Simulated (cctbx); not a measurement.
## Li2RuSI3: precision against data quality

Space group P1 (no. 1), a = 7.3920 Å, b = 7.6538 Å, c = 8.4300 Å, α = 90.42°, β = 92.15°, γ = 118.02°.

```csv
atom,mult.,x,y,z,Ueq (Å²)
I1,1,0.2447,0.3450,0.1009,0.0082
I2,1,0.2278,0.8929,0.6419,0.0096
I3,1,0.3254,0.9048,0.1056,0.0105
I4,1,0.3314,0.4104,0.5877,0.0113
I5,1,0.8054,0.3087,0.4283,0.0125
I6,1,0.8075,0.4934,0.9352,0.0114
Ru1,1,0.9725,0.9159,0.0113,0.0142
Ru2,1,0.9684,0.0549,0.5177,0.0084
S1,1,0.7886,0.8155,0.2929,0.0163
S2,1,0.7802,0.9776,0.7880,0.0148
Li1,1,0.2462,0.6124,0.3422,0.0240
Li2,1,0.3136,0.6516,0.8484,0.0250
Li3,1,0.5900,0.3162,0.1931,0.0254
Li4,1,0.6035,0.2752,0.6909,0.0228
```

This is a model crystal, built by substitution and not relaxed, with assumed displacement parameters.

Five simulated data sets (cctbx; Ag Kα, λ = 0.56087 Å; 1.5 % proportional error) differ in resolution or exposure (noise floor 8 counts in the first three, 8 in the last two). Each is refined with the right model, isotropic at 1.1 Å and anisotropic otherwise. How do the figures of merit and the uncertainties move?

```csv
d min (Å),top counts,"⟨I/σ⟩ (unmerged, absences included)",unique,param. (scale apart),Rint,R1,GooF,largest s.u. xyz (fractional),s.u. U of Li1 (Å²),largest error (Å)
1.1,40000,34.1,668,56,0.000,0.0116,1.11,0.00366,0.0061,0.0246
0.84,40000,36.3,1476,126,0.000,0.0103,1.02,0.00218,0.0057,0.0315
0.6,40000,22.5,4044,126,0.000,0.0171,1.00,0.00207,0.0049,0.0323
0.75,300,1.4,2049,126,0.000,0.1555,1.01,0.09078,0.4119,0.1483
0.75,3000,7.6,2049,126,0.000,0.0480,1.01,0.01950,0.0797,0.1118
```

The number of reflections grows roughly as 1/d³: 668, 1476 and 4044 here. R1 follows the noise rather than the truth: at 300 counts it is 0.1555, at 3000 counts 0.0480, while GooF is 1.01 and 1.01: the weights 1/σ² carry the noise. The s.u. of U (U11 where anisotropic) for Li1 goes 0.0061, 0.0057, 0.0049 Å² with resolution and 0.4119, 0.0797 Å² with exposure.

Hardware for the 0.6 Å refinement: 0.64 s on 1 thread of Arm Neoverse V2, with other jobs on the host, peak memory 0.1 GiB.

[Logs are printed without paths, hosts, clocks, repeated set-up lines and the standing remarks that a program may print on its own settings, such as how far it seeks lower states.]
